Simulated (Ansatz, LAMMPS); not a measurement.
# Structural relaxation of amorphous 25TiO2-75Al2O3 (mol %) (108 atoms)

Aim: bring amorphous 25TiO2-75Al2O3 (mol %) (108 atoms) to a nearby minimum of the energy and see what moves.

Method: Kohn-Sham DFT, PBE, PAW (set soft_2), plane waves, in Ansatz 0.2.0.

### Step 1. Starting point

The cell holds 108 atoms: 6 Ti, 36 Al and 66 O. Cell: a = 10.695 Å, b = 10.695 Å, c = 10.695 Å, α = 90.0°, β = 90.0°, γ = 90.0°. 108 atoms (6 Ti, 36 Al, 66 O) placed at random at 3.14 g/cm³, melted at 5000 K for 10 ps at fixed volume with the Morse and Coulomb pair potential with partial charges (Pedone, Malavasi, Menziani, Cormack and Segre, J. Phys. Chem. B 110, 11780 (2006)). Quenched from 5000 K to 300 K at 50 K/ps and fixed volume, held 5 ps, then minimised at fixed cell.

Before any run, some limits are plain. The quench rate of 50 K/ps is orders of magnitude faster than experiment, which tends to freeze in extra defects. The network of bonds at the start is that of the classical potential that made the cell. Only the Γ point is sampled in the main run, in a cell whose shortest periodic width is 11 Å.

### Step 2. How the cell was made

A classical potential supplies the starting structure, since it reaches far longer times than DFT.

This step: classical MD, Morse and Coulomb pair potential with partial charges (Pedone, Malavasi, Menziani, Cormack and Segre, J. Phys. Chem. B 110, 11780 (2006)) (LAMMPS 22 Jul 2025 - Update 4).

Input file in.lmp:

```
# melt-quench of Ti6Al36O66
units metal
atom_style charge
boundary p p p
region box block 0 10.6951 0 10.6951 0 10.6951
create_box 3 box
mass 1 47.8670   # Ti
mass 2 26.9815   # Al
mass 3 15.9990   # O
create_atoms 1 random 6 41526 NULL overlap 1.5 maxtry 2000
create_atoms 2 random 36 41533 NULL overlap 1.5 maxtry 2000
create_atoms 3 random 66 41540 NULL overlap 1.5 maxtry 2000
pair_style hybrid/overlay pedone 5.5 coul/long 8.0
pair_coeff * * coul/long
pair_coeff 1 3 pedone 0.024235 2.254703 2.708943 1   # Ti-O
pair_coeff 2 3 pedone 0.361581 1.900442 2.164818 0.9   # Al-O
pair_coeff 3 3 pedone 0.042395 1.379316 3.618701 22   # O-O
set type 1 charge 2.4
set type 2 charge 1.8
set type 3 charge -1.2
kspace_style pppm 1.0e-4
neigh_modify delay 0 every 1 check yes
thermo_style custom step time temp pe press density
thermo_modify norm yes
timestep 0.002
thermo 100
min_style cg
minimize 1e-4 1e-4 200 2000
reset_timestep 0
velocity all create 5000 41527 mom yes dist gaussian
fix lim all nve/limit 0.05
fix lan all langevin 5000 5000 0.2 41528 zero yes
thermo 500
run 1000 post no
# [... 10 lines left out ...]
thermo 1250
fix md all nvt temp 300 300 0.2
run 2500 post no
unfix md
thermo 100
min_style cg
minimize 0 1e-3 2000 20000
write_dump all custom glass.dump id type xs ys zs modify sort id
```

Started as:

```bash
$ lmp -in in.lmp -log none -nocite
```

What it wrote:

```text
LAMMPS (22 Jul 2025 - Update 4)
Created orthogonal box = (0 0 0) to (10.6951 10.6951 10.6951)
Created 6 atoms
Created 36 atoms
Created 66 atoms
PPPM initialization ...
  G vector (1/distance) = 0.38416951
  grid = 12 12 12
  estimated relative force accuracy = 5.3540111e-05
   Step          Time           Temp          PotEng         Press         Density
         0   0              0             -0.31754953     863239.07      3.1415651
        81   0.162          0             -13.807778     -53147.378      3.1415651
Loop time of 0.0745751 s on 1 MPI rank(s) for 81 steps with 108 atoms
Minimization stats:
  Stopping criterion = energy tolerance
  Energy initial, next-to-last, final =
    -0.317549532264927  -13.8065460564921  -13.8077779684907
  Force two-norm initial, final = 333.79435 2.0614297
  Iterations, force evaluations = 81 104
   Step          Time           Temp          PotEng         Press         Density
[... 12 lines left out ...]
[... 1 line left out ...]
Loop time of 2.87354 s on 1 MPI rank(s) for 5000 steps with 108 atoms
   Step          Time           Temp          PotEng         Press         Density
[... 12 lines left out ...]
Loop time of 25.9104 s on 1 MPI rank(s) for 47000 steps with 108 atoms
   Step          Time           Temp          PotEng         Press         Density
[... 2 lines left out ...]
     55000   110            289.22327     -13.837856     -81553.159      3.1415651
     55500   111            261.19728     -13.839661     -73720.268      3.1415651
Loop time of 1.25634 s on 1 MPI rank(s) for 2500 steps with 108 atoms
   Step          Time           Temp          PotEng         Press         Density
     55500   111            261.19728     -13.839661     -73720.268      3.1415651
     55517   111.034        261.19728     -13.880492     -79301.378      3.1415651
Loop time of 0.0436151 s on 1 MPI rank(s) for 17 steps with 108 atoms
Minimization stats:
  Stopping criterion = linesearch alpha is zero
  Energy initial, next-to-last, final =
     -13.8396614639601  -13.8804920430758  -13.8804920430758
  Force two-norm initial, final = 12.521297 0.28587494
  Iterations, force evaluations = 17 65
```

Elapsed: 31 s, on 1 thread of Arm Neoverse V1, shared host; peak memory 0.072 GiB.

### Step 3. Single point at the start

A single point comes first, to see the forces before anything moves.

Input file input.yaml:

```yaml
crystal:
  lattice:
    - [10.6951, 0.0, 0.0]
    - [0.0, 10.6951, 0.0]
    - [0.0, 0.0, 10.6951]
  atoms:
    - { symbol: Ti, position: [0.50789, 0.92826, 0.68879] }
    - { symbol: Ti, position: [0.21588, 0.99378, 0.39781] }
    - { symbol: Ti, position: [0.86058, 0.38137, 0.20665] }
    - { symbol: Ti, position: [0.1463, 0.57956, 0.18008] }
    - { symbol: Ti, position: [0.23757, 0.65537, 0.4944] }
    - { symbol: Ti, position: [0.09305, 0.14976, 0.10358] }
    - { symbol: Al, position: [0.09652, 0.81162, 0.72962] }
    - { symbol: Al, position: [0.40069, 0.81503, 0.14293] }
    - { symbol: Al, position: [0.67956, 0.40479, 0.45908] }
    - { symbol: Al, position: [0.9359, 0.35563, 0.60067] }
    - { symbol: Al, position: [0.61818, 0.11298, 0.23111] }
    - { symbol: Al, position: [0.52117, 0.38258, 0.86676] }
    - { symbol: Al, position: [0.28723, 0.01942, 0.89746] }
    - { symbol: Al, position: [0.2239, 0.35475, 0.51803] }
    - { symbol: Al, position: [0.11771, 0.84236, 0.0276] }
    - { symbol: Al, position: [0.11896, 0.11256, 0.68074] }
    - { symbol: Al, position: [0.9225, 0.5582, 0.39176] }
    - { symbol: Al, position: [0.51981, 0.62352, 0.35678] }
    - { symbol: Al, position: [0.53806, 0.91468, 0.38615] }
    - { symbol: Al, position: [0.56994, 0.6164, 0.6527] }
    - { symbol: Al, position: [0.76234, 0.13077, 0.49021] }
    - { symbol: Al, position: [0.0382, 0.19874, 0.3719] }
    - { symbol: Al, position: [0.56841, 0.9499, 0.99692] }
    - { symbol: Al, position: [0.71595, 0.23393, 0.03613] }
    - { symbol: Al, position: [0.31763, 0.46131, 0.73848] }
    - { symbol: Al, position: [0.87374, 0.95761, 0.67463] }
    - { symbol: Al, position: [0.83074, 0.9569, 0.09617] }
    - { symbol: Al, position: [0.47953, 0.24128, 0.61557] }
    - { symbol: Al, position: [0.20458, 0.29326, 0.90045] }
    - { symbol: Al, position: [0.92717, 0.28686, 0.84574] }
    - { symbol: Al, position: [0.92209, 0.92396, 0.38434] }
    - { symbol: Al, position: [0.41689, 0.20603, 0.06297] }
    - { symbol: Al, position: [0.45071, 0.32243, 0.3311] }
    - { symbol: Al, position: [0.36257, 0.76004, 0.84035] }
    - { symbol: Al, position: [0.73698, 0.76412, 0.51398] }
    - { symbol: Al, position: [0.45262, 0.53208, 0.12632] }
    - { symbol: Al, position: [0.75289, 0.74563, 0.25158] }
    - { symbol: Al, position: [0.12865, 0.58576, 0.86177] }
    - { symbol: Al, position: [0.86496, 0.58647, 0.73442] }
    - { symbol: Al, position: [0.71617, 0.54651, 0.01551] }
    - { symbol: Al, position: [0.67973, 0.13657, 0.77993] }
    - { symbol: Al, position: [0.82773, 0.77942, 0.92566] }
    - { symbol: O, position: [0.79189, 0.62402, 0.89492] }
    - { symbol: O, position: [0.07851, 0.89742, 0.38166] }
    - { symbol: O, position: [0.54802, 0.30009, 0.46914] }
    - { symbol: O, position: [0.79396, 0.39806, 0.04819] }
    - { symbol: O, position: [0.67858, 0.07089, 0.08009] }
    - { symbol: O, position: [0.15112, 0.10581, 0.27878] }
    - { symbol: O, position: [0.43752, 0.81432, 0.981] }
    - { symbol: O, position: [0.9392, 0.07141, 0.10233] }
    - { symbol: O, position: [0.99126, 0.27653, 0.23468] }
    - { symbol: O, position: [0.0396, 0.25999, 0.96186] }
    - { symbol: O, position: [0.3552, 0.92805, 0.7755] }
    - { symbol: O, position: [0.0648, 0.31492, 0.4855] }
    - { symbol: O, position: [0.1615, 0.61874, 0.34987] }
    - { symbol: O, position: [0.09807, 0.6059, 0.01776] }
    - { symbol: O, position: [0.91281, 0.09695, 0.41798] }
    - { symbol: O, position: [0.98298, 0.51926, 0.23267] }
    - { symbol: O, position: [0.79326, 0.44899, 0.34895] }
    - { symbol: O, position: [0.51447, 0.93171, 0.19764] }
    - { symbol: O, position: [0.29405, 0.50665, 0.13598] }
    - { symbol: O, position: [0.46115, 0.67807, 0.20081] }
    - { symbol: O, position: [0.95249, 0.83214, 0.02635] }
    - { symbol: O, position: [0.17765, 0.0947, 0.52916] }
    - { symbol: O, position: [0.8263, 0.89445, 0.25026] }
    - { symbol: O, position: [0.78972, 0.29457, 0.5289] }
    - { symbol: O, position: [0.84663, 0.69688, 0.38678] }
    - { symbol: O, position: [0.21427, 0.14268, 0.81256] }
    - { symbol: O, position: [0.14714, 0.42641, 0.81409] }
    - { symbol: O, position: [0.49892, 0.49228, 0.72951] }
    - { symbol: O, position: [0.49415, 0.74585, 0.72791] }
    - { symbol: O, position: [0.78878, 0.19994, 0.8868] }
    - { symbol: O, position: [0.18461, 0.76789, 0.60307] }
    - { symbol: O, position: [0.60442, 0.54732, 0.49397] }
    - { symbol: O, position: [0.4873, 0.0822, 0.61598] }
    - { symbol: O, position: [0.33374, 0.30922, 0.63408] }
    - { symbol: O, position: [0.42074, 0.06146, 0.98884] }
    - { symbol: O, position: [0.01205, 0.66375, 0.76622] }
    [... 24 atom lines left out ...]
    - { symbol: O, position: [0.47673, 0.20257, 0.2207] }
    - { symbol: O, position: [0.73765, 0.62874, 0.15035] }
    - { symbol: O, position: [0.55458, 0.51408, 0.99504] }
    - { symbol: O, position: [0.7384, 0.65998, 0.64704] }
    - { symbol: O, position: [0.58204, 0.26382, 0.74853] }
    - { symbol: O, position: [0.16722, 0.00514, 0.01904] }
kpoints:
  mp_grid: { grid: [1, 1, 1] }
hamiltonian:
  xc: pbe
scf:
  occupations: { method: fermi_dirac, width: 0.025 }
output:
  forces: true
```

Started as:

```bash
$ ansatz run input.yaml --threads 4 --pin off --max-ram 8192MiB --backend cpu --events-out ev --progress --plain --runs-dir out
```

What it wrote:

```text
Engine: ansatz 0.2.0, aarch64-unknown-linux-gnu
Pseudopotentials: kind: paw
Pseudopotential: Ti, paw, valence charge 12, recommended cutoff 420 eV (normal), Ti.paw.azcp
Pseudopotential: Al, paw, valence charge 3, recommended cutoff 420 eV (normal), Al.paw.azcp
Pseudopotential: O, paw, valence charge 6, recommended cutoff 420 eV (normal), O.paw.azcp
[... 5 lines on functional and potentials left out ...]
Crystal: 108 atoms, lattice volume = 1223.361 Å³
Basis set: ecut = 420 eV, 23847 PW (Γ), exchange–correlation on 144×144×144 points (8 copies of the dense FFT grid, shifted against one another)
Bands: 396, of which v1, the nominal top of the filled ones, is band 288 counted from 1 (287 counted from 0)
Symmetry: 1 space group operations
Space group: P1 (ITA 1), of the structure as read, at distance tolerance 1.1e-4 Å
k-points: 1
[... 7 lines on functional and potentials left out ...]
Initial density: superposition of atomic densities (neutral atoms: chi_scale 0, normalization atom), corrected by the library's trained network
Initial wavefunctions: pseudopotential atomic-orbital guess
Functional: x = pbe(κ = 0.804, μ = 0.219515), c = pbe(β = 0.066725)
SCF iter   1: F=—  HF=-71940.769891 eV  |F-HF|=—  |Δ(HF+E_count)|=         —  Δρ=3.35e-3  dr2=1.66e-1  ethr=1.77e-3  ⟨swp⟩=6.0  Hψ=1725  notcnv=0  defer=27
preconditioner: auto → Resta (q_TF=auto, 2.406 Å⁻¹)  ε∞=4.1  [insulator: Δε(μ)=2.942 eV  Ē_g=13.942 eV  σ=0.025 eV  W_gap=1.00  n_scr=256 (ndim 8)  ℏωp=24.4 eV  f_vac=0.040  D(μ)=0.00/eV (n_scr^D=0)  ε∞_Penn≈4.1]
SCF iter   2: F=—  HF=-71940.754788 eV  |F-HF|=—  |Δ(HF+E_count)|=   1.51e-2  Δρ=1.82e-3  dr2=3.95e-2  ethr=2.89e-5  ⟨swp⟩=2.0  Hψ=549  notcnv=0  defer=99
SCF iter   3: F=—  HF=-71940.755835 eV  |F-HF|=—  |Δ(HF+E_count)|=   1.05e-3  Δρ=1.02e-3  dr2=1.72e-2  ethr=6.86e-6  ⟨swp⟩=2.0  Hψ=594  notcnv=0  defer=36
automatic band count: iteration 3 solves 333 bands in place of 396: the levels show a gap, and the empty bands left out lie too high to hold charge; the band table lists the bands solved (type scf.n_extra_bands for more)
SCF iter   4: F=—  HF=-71940.756184 eV  |F-HF|=—  |Δ(HF+E_count)|=   3.50e-4  Δρ=5.23e-4  dr2=4.58e-3  ethr=2.98e-6  ⟨swp⟩=2.0  Hψ=594  notcnv=0  defer=36
SCF iter   5: F=—  HF=-71940.755704 eV  |F-HF|=—  |Δ(HF+E_count)|=   4.80e-4  Δρ=1.92e-4  dr2=4.79e-4  ethr=7.95e-7  ⟨swp⟩=2.0  Hψ=591  notcnv=0  defer=36
SCF iter   6: F=—  HF=-71940.755792 eV  |F-HF|=—  |Δ(HF+E_count)|=   8.83e-5  Δρ=1.16e-4  dr2=1.65e-4  ethr=8.31e-8  ⟨swp⟩=2.0  Hψ=584  notcnv=0  defer=36
SCF iter   7: F=—  HF=-71940.755818 eV  |F-HF|=—  |Δ(HF+E_count)|=   2.52e-5  Δρ=4.38e-5  dr2=2.51e-5  ethr=2.87e-8  ⟨swp⟩=2.0  Hψ=583  notcnv=0  defer=36
SCF iter   8: F=—  HF=-71940.757183 eV  |F-HF|=—  |Δ(HF+E_count)|=   1.37e-3  Δρ=1.94e-5  dr2=4.84e-6  ethr=4.36e-9  ⟨swp⟩=2.0  Hψ=619  notcnv=0  defer=36
SCF iter   9: F=—  HF=-71940.757186 eV  |F-HF|=—  |Δ(HF+E_count)|=   2.97e-6  Δρ=9.46e-6  dr2=1.16e-6  ethr=8.41e-10  ⟨swp⟩=2.0  Hψ=500  notcnv=0  defer=36
SCF iter  10: F=—  HF=-71940.757186 eV  |F-HF|=—  |Δ(HF+E_count)|=   7.58e-7  Δρ=5.93e-6  dr2=4.99e-7  ethr=2.01e-10  ⟨swp⟩=2.0  Hψ=582  notcnv=0  defer=36
SCF iter  11: F=-71940.757186 eV  HF=-71940.757186 eV  |F-HF|=9.46e-9  |Δ(HF+E_count)|=   8.53e-8  Δρ=2.41e-6  dr2=7.78e-8  ethr=1.74e-11  ⟨swp⟩=2.0  Hψ=1206  notcnv=0
SCF 1 converged in 11 iterations: F = -71940.757186 eV  dr2 = 7.78e-8
  greatest PAW one-centre occupation: 0.999 electrons in one spin orbital (limit 2), on the Ti atom at site 2 (counted from 0), in its partial waves of l = 0
SCF converged after 11 iterations
Free energy (F): -71940.757186 eV
Harris-Foulkes:  -71940.757186 eV  (|F-HF|=9.46e-9)
Internal energy: -71940.757186 eV  (E = F + TS)
E sigma→0 (E₀):  -71940.757186 eV
Fermi energy:    6.773289 eV
--- Per-component energies (eV) ---
  E_band       = -2267.689509
  E_kinetic    = 14284.951619
  E_local      = -36184.908768  (includes V_loc(G=0)·N_el)
  E_nonlocal   = 3533.661482
  E_hartree    = 13856.659470
  E_xc         = -6953.306469
  E_vxc        = -8077.156744  (∫ρ·V_xc dr)
  E_paw        = -33570.470692  (= ΣΔE_a)
  E_vpaw       = -3537.719026  (= ΣTr[D̂ρ^β])
  E_aug_tail   = 0.166299  (compensation charges beyond the density's cutoff)
  E_ewald      = -26907.510127
  E_smearing   = -0.000000  (= −TS)
  E_closure    = -0.000000  (closes the sum)
  Σ components = -71940.757186   (vs F -71940.757186, Δ=0.00e0)
--- Forces (eV/Å), atoms counted from 1 ---
  atom   1  Ti     0.14159182     1.50306190     0.63692700
  atom   2  Ti    -1.29369761     0.21401942     0.11060011
  atom   3  Ti     0.28031557    -0.52557271     0.36801551
  atom   4  Ti     1.83799867     0.41824012    -1.20078886
  atom   5  Ti     0.57000315    -0.29550633    -0.43367481
  atom   6  Ti    -1.06719853    -0.84713377    -0.17174921
  atom   7  Al    -0.62191534    -0.25100165     0.12414429
  atom   8  Al    -1.09291566     0.36898784    -0.01953505
  atom   9  Al     0.05025304    -0.50347454     0.27321966
  atom  10  Al     0.12685048     0.10170722    -0.21618633
  atom  11  Al     0.00277415     0.46110272    -0.13464676
  atom  12  Al     0.16374968     0.05510548     0.06711949
  atom  13  Al    -0.02039810     0.18340244     0.54433042
  atom  14  Al     0.62655240     0.40956785    -0.51609829
[...]
atom 107  O     -0.27822739     0.79321380    -0.08770399
  atom 108  O     -0.30349644     0.24780093     0.24164603
  max |Σ_I F_I| component: 2.40e-4 eV/Å
```

Elapsed: 15 s, on 4 threads of Arm Neoverse V1, shared host; peak memory 1.6 GiB; 56 s of CPU time.

In the SCF lines HF is the Harris–Foulkes energy and dr2 the Hartree energy of the density residual, in eV; the loop may stop once dr2 is under the threshold and the program's other checks hold. Hψ counts applications of the Hamiltonian.

Read from the output:

```yaml
free_energy: -71940.7572 eV
free_energy_per_atom: -666.1181 eV/atom
scf_cycles: 11
r_m_s_force_component: 0.5242 eV/Å
longest_force: 2.235 eV/Å
fermi_energy: 6.773 eV
```

The r.m.s. force component of 0.52 eV/Å sets the starting point.

Neighbours are counted within 2.38 Å (O-Al), 2.64 Å (O-Ti).

Length of the force by element and coordination:

```tsv
element	coordination	atoms	mean length of the force (eV/Å)	spread	least	most
Al	all	36	0.676	0.346	0.128	1.63
Al	4	23	0.695	0.300	0.166	1.63
Al	5	11	0.684	0.419	0.185	1.37
Al	6	2	0.418	0.290	0.128	0.708
O	all	66	0.825	0.408	0.195	1.93
O	2	13	1.10	0.394	0.426	1.93
O	3	50	0.756	0.392	0.195	1.77
O	4	3	0.771	0.152	0.557	0.891
Ti	all	6	1.34	0.520	0.700	2.23
Ti	4	2	1.05	0.271	0.775	1.32
Ti	5	3	1.52	0.632	0.700	2.23
Ti	6	1	1.37	0	1.37	1.37
```

(Part 1 of 4 ends here.)

[Long decimals in the printed logs are rounded to 6 places.]

[Logs are printed without paths, hosts, clocks, repeated set-up lines and the standing remarks that a program may print on its own settings, such as how far it seeks lower states.]

[Hosts, paths, dates, database ids (printed as entryN), source tags and the programs' standing remarks are cut or masked in the printed files.]

[A walk said to have stopped at its limit may instead have ended on an SCF cycle that didn't converge.]
